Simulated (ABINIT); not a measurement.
# A GW chain in ABINIT: MgO (Fm-3m)

How does a plane-wave GW calculation on MgO (Fm-3m) run from the first input to the gap?

Program: ABINIT 10.8.3. Level of theory: PBEsol and many-body steps on it, plane waves. Values are calculated unless marked as measured.

**The experiments to reproduce.**

- Gap 7.83 eV: literature experimental gap; bulk crystal (quoted in “Electronic structure of alkaline earth and post-transition metal oxides”, 2009, arxiv:0908.1581).

- Gap 7.83 eV: direct gap at Gamma, low temperature; bulk crystal (literature value) (quoted in “The Band-Gap Studies of Short-Period CdO/MgO Superlattices”, 2021, pmc:8035356).

### 1. The structure

Symmetry: Fm-3m, No. 225, cubic system. The conventional cell has a = 4.194 Å, b = 4.194 Å, c = 4.194 Å, α = 90.00°, β = 90.00°, γ = 90.00°. Nearest to Mg lie 6 O at 2.10 Å. Nearest to O lie 6 Mg at 2.10 Å. Farther neighbours, and contacts between anions beyond the nearest, are not listed.

The cell and positions are those that the Materials Project relaxed with its own functionals (PBE, PBE+U or r2SCAN), kept fixed.

### 2. Ground state

This step: ABINIT 10.8.3; DFT, PBEsol, plane waves, norm-conserving pseudopotentials.

The ground-state density comes first.

File run.abi:

```
acell 3*1.0 Angstrom
rprim 
  -0.000000000000 2.097001392700 2.097001392700
  2.097001392700 -0.000000000000 2.097001392700
  2.097001392700 2.097001392700 -0.000000000000
ntypat 2
znucl 12 8
natom 2
typat 1 2
xred 
  0.000000000000 0.000000000000 0.000000000000
  0.500000000000 0.500000000000 0.500000000000
pp_dirpath "pseudos"
pseudos "Mg.upf, O.upf"
ecut 38
ngkpt 8 8 8
nshiftk 1
shiftk 0 0 0
kptopt 1
chksymbreak 0
nband 13
occopt 1
tolvrs 1e-10
nstep 60
prtwf 0
optforces 0
optstress 0
indata_prefix "in"
outdata_prefix "out"
tmpdata_prefix "tmp"
```

The run is started by

```bash
> OMP_NUM_THREADS=1 mpirun -n 4 abinit run.abi > log
```

Output:

```text
.Version 10.8.3 of ABINIT. v10.8.2 released Aug 2026.

 Symmetries : space group Fm -3 m (#225); Bravais cF (face-center cubic)
================================================================================
 Values of the parameters that define the memory need of the present run
     intxc =       0    ionmov =       0      iscf =       7    lmnmax =       5
     lnmax =       5     mgfft =      32  mpssoang =       3    mqgrid =    3001
     natom =       2  nloc_mem =       1    nspden =       1   nspinor =       1
    nsppol =       1      nsym =      48    n1xccc =    2501    ntypat =       2
    occopt =       1   xclevel =       2
-    mband =          13        mffmem =           1         mkmem =           8
       mpw =        1410          nfft =       32768          nkpt =          29
================================================================================
  Rough estimation (10% accuracy) of disk space for files :
================================================================================

--------------------------------------------------------------------------------
------------- Echo of variables that govern the present computation ------------
--------------------------------------------------------------------------------
 -outvars: echo values of preprocessed input variables --------
            acell      1.8897261259E+00  1.8897261259E+00  1.8897261259E+00 Bohr

      chksymbreak           0
             ecut      3.80000000E+01 Hartree
-          fftalg         312

              ixc     -116133
              kpt      0.00000000E+00  0.00000000E+00  0.00000000E+00
                       1.25000000E-01  0.00000000E+00  0.00000000E+00
                       2.50000000E-01  0.00000000E+00  0.00000000E+00
                       3.75000000E-01  0.00000000E+00  0.00000000E+00
                       5.00000000E-01  0.00000000E+00  0.00000000E+00
                       1.25000000E-01  1.25000000E-01  0.00000000E+00
                       2.50000000E-01  1.25000000E-01  0.00000000E+00
                       3.75000000E-01  1.25000000E-01  0.00000000E+00
                       5.00000000E-01  1.25000000E-01  0.00000000E+00
   [... 18 further rows ...]
                      -3.75000000E-01  5.00000000E-01  1.25000000E-01
                      -2.50000000E-01  5.00000000E-01  2.50000000E-01
         kptrlatt        8    0    0      0    8    0      0    0    8
          kptrlen      4.48334925E+01
P           mkmem           8
            natom           2
            nband          13
            ngfft          32      32      32
             nkpt          29
            nstep          60
             nsym          48
           ntypat           2
              occ      2.000000  2.000000  2.000000  2.000000  2.000000  2.000000
                       2.000000  2.000000  0.000000  0.000000  0.000000  0.000000
                       0.000000
        optforces           0
        optstress           0
            prtwf           0
            rprim     -0.0000000000E+00  2.0970013927E+00  2.0970013927E+00
[...]
spgroup         225

           tolvrs      1.00000000E-10

             xred      0.0000000000E+00  0.0000000000E+00  0.0000000000E+00
[...]
znucl       12.00000    8.00000

================================================================================

 chkinp: Checking input parameters for consistency.

================================================================================
== DATASET  1 ==================================================================
-   mpi_nproc: 4, omp_nthreads: 1 (-1 if OMP is not activated)

--- !DatasetInfo
iteration_state: {dtset: 1, }
dimensions: {natom: 2, nkpt: 29, mband: 13, nsppol: 1, nspinor: 1, nspden: 1, mpw: 1410, }
cutoff_energies: {ecut:  38.0, pawecutdg:  -1.0, }
electrons: {nelect:   1.60000000E+01, charge:   0.00000000E+00, occopt:   1.00000000E+00, tsmear:   1.00000000E-02, }

 Real(R)+Recip(G) space primitive vectors, cartesian coordinates (Bohr,Bohr^-1):
 R(1)=  0.0000000  3.9627583  3.9627583  G(1)= -0.1261747  0.1261747  0.1261747
 R(2)=  3.9627583  0.0000000  3.9627583  G(2)=  0.1261747 -0.1261747  0.1261747
 R(3)=  3.9627583  3.9627583  0.0000000  G(3)=  0.1261747  0.1261747 -0.1261747
 Unit cell volume ucvol=  1.2445798E+02 bohr^3
 Angles (23,13,12)=  6.00000000E+01  6.00000000E+01  6.00000000E+01 degrees

 getcut: wavevector=  0.0000  0.0000  0.0000  ngfft=  32  32  32
         ecut(hartree)=     38.000   => boxcut(ratio)=   2.05769

--- Pseudopotential description ------------------------------------------------
- Mg Generated using ONCVPSP code by D. R. Hamann
- 12.00000  10.00000  180301                  znucl, zion, pspdat
12 -116133 1 -1 1510                          pspcod,pspxc,lmax,lloc,mmax
     nproj     2     2     0
  pspatm : epsatm=    9.18226799
         --- l  ekb(1:nproj) -->
[...]
pspatm: atomic psp has been read  and splines computed

- O Generated using ONCVPSP code by D. R. Hamann
-  8.00000   6.00000  180301                  znucl, zion, pspdat
12 -116133 2 -1 936                           pspcod,pspxc,lmax,lloc,mmax
     nproj     2     2     1
  pspatm : epsatm=    6.22910120
         --- l  ekb(1:nproj) -->
[...]
1   -4.739617   -1.153841
             2   -1.335834
 pspatm: atomic psp has been read  and splines computed

   2.46581907E+02                                ecore*ucvol(ha*bohr**3)
--------------------------------------------------------------------------------

_setup2: Arith. and geom. avg. npw (full set) are    1393.920    1393.901

================================================================================

--- !BeginCycle
iteration_state: {dtset: 1, }
solver: {iscf: 7, nstep: 60, nline: 4, wfoptalg: 0, }
tolerances: {tolvrs: 1.00E-10, }

     iter   Etot(hartree)      deltaE(h)  residm     vres2
 ETOT  1  -75.803835    -7.580E+01 9.296E-02 3.410E+02
 ETOT  2  -75.815613    -1.178E-02 1.649E-03 3.149E+02
 ETOT  3  -75.910890    -9.528E-02 3.474E-03 3.205E+00
 ETOT  4  -75.911751    -8.610E-04 6.149E-04 3.913E-03
 ETOT  5  -75.911752    -4.901E-07 3.041E-04 2.999E-04
 ETOT  6  -75.911752    -8.720E-08 1.617E-04 3.741E-05
 ETOT  7  -75.911752    -7.910E-09 9.438E-05 6.235E-07
 ETOT  8  -75.911752    -1.258E-10 5.685E-05 5.204E-09
 ETOT  9  -75.911752     1.833E-12 3.220E-05 1.764E-10
 ETOT 10  -75.911752    -6.821E-13 1.957E-05 3.308E-14

 At SCF step   10       vres2   =  3.31E-14 < tolvrs=  1.00E-10 =>converged.

--- !ResultsGS
iteration_state: {dtset: 1, }
comment   : Summary of ground state results
lattice_vectors:
- [ -0.0000000,   3.9627583,   3.9627583, ]
- [  3.9627583,  -0.0000000,   3.9627583, ]
- [  3.9627583,   3.9627583,  -0.0000000, ]
lattice_lengths: [   5.60419,    5.60419,    5.60419, ]
lattice_angles: [ 60.000,  60.000,  60.000, ] # degrees, (23, 13, 12)
lattice_volume:   1.2445798E+02
convergence: {deltae: -6.821E-13, res2:  3.308E-14, residm:  1.957E-05, diffor:  0.000E+00, }
etotal    :  -7.59117517E+01
entropy   :   0.00000000E+00
fermie    :   1.73675135E-01
cartesian_stress_tensor: null
pressure_GPa: null
xred      :
- [  0.0000E+00,   0.0000E+00,   0.0000E+00, Mg]
- [  5.0000E-01,   5.0000E-01,   5.0000E-01,  O]
cartesian_forces: null
force_length_stats: {min: null, max: null, mean: null, }

 Integrated electronic density in atomic spheres:
 ------------------------------------------------
 Atom  Sphere_radius  Integrated_density
    1        2.00000          8.41058677
    2        2.00000          6.29623274
================================================================================

 ----iterations are completed or convergence reached----

 Mean square residual over all n,k,spin=   64.672E-09; max=  19.568E-06
 reduced coordinates (array xred) for    2 atoms
       0.000000      0.000000      0.000000
       0.500000      0.500000      0.500000
 rms dE/dt=  0.0000E+00; max dE/dt=  0.0000E+00; dE/dt below (all hartree)
    1       0.000000      0.000000      0.000000
    2       0.000000      0.000000      0.000000

 cartesian coordinates (angstrom) at end:
    1      0.000000     0.000000     0.000000
    2      2.097001     2.097001     2.097001
 length scales=  1.889726  1.889726  1.889726 bohr
              =  1.000000  1.000000  1.000000 angstroms
 prteigrs : about to open file out_EIG
 Fermi (or HOMO) energy (hartree) =   0.17368   Average Vxc (hartree)=  -0.42978
 Eigenvalues (hartree) for nkpt=  29  k points:
 kpt#   1, nband= 13, wtk=  0.00195, kpt=  0.0000  0.0000  0.0000 (reduced coord)
  -2.46843   -1.25351   -1.25351   -1.25351   -0.45845    0.17368    0.17368    0.17368
   0.34973    0.75657    0.75657    0.75657    0.89385
 prteigrs : prtvol=0 or 1, do not print more k-points.

--- !EnergyTerms
iteration_state     : {dtset: 1, }
comment             : Components of total free energy in Hartree
kinetic             :  4.522563E+01
hartree             :  2.057159E+01
xc                  : -1.205081E+01
Ewald energy        : -4.758738E+01
psp_core            :  1.981246E+00
local_psp           : -6.325318E+01
non_local_psp       : -2.079885E+01
total_energy        : -7.591175E+01
total_energy_eV     : -2.065664E+03
band_energy         : -1.268785E+01

== END DATASET(S) ==============================================================
================================================================================

 -outvars: echo values of variables after computation  --------
           etotal     -7.5911751711E+01
            nband          13
             nkpt          29
          spgroup         225
 [... the other variables as echoed above ...]

 Calculation completed.
```

It took 4 s on 4 MPI ranks of Arm Neoverse V2, shared host; peak memory 0.26 GiB; 16 s of CPU time.

Numbers from this step:

```
total energy               : -2065.6640 eV
gap                        : 4.791 eV
k of the valence top       : 0, 0, 0
k of the conduction bottom : 0, 0, 0
least direct gap           : 4.791 eV
```

The gap is direct, at Γ.

(Continued in part 2 of 3.)

[Long decimals in the printed logs are rounded to 6 places.]

[Logs are printed without paths, hosts, clocks, repeated set-up lines and the standing remarks that a program may print on its own settings, such as how far it seeks lower states.]

[Paths, hosts, dates, memory and timing lines, banners, echoed tables and standing remarks are left out of the program output; an Ansatz launch command may be rebuilt from the run's recorded settings. Measured values are a selection of at most five: reports struck by readers or far from the other reports are left out. None is set beside runs whose start may be inverted or whose files or cutoffs have a known fault.]

[Runs of the session that timed out or met a known fault of the program may be left out.]

[Hosts, paths, dates, database ids (printed as entryN), source tags and the programs' standing remarks are cut or masked in the printed files.]

[G0W0 gaps are taken among the corrected bands and points alone; a level outside them can change the order at an edge.]

[Where Ansatz stands beside ABINIT at settings called matched, ABINIT's density can come from a denser mesh and the files from another edition; pairs whose starting gaps differed by over 0.03 eV were left out, so agreement reads better than it is.]
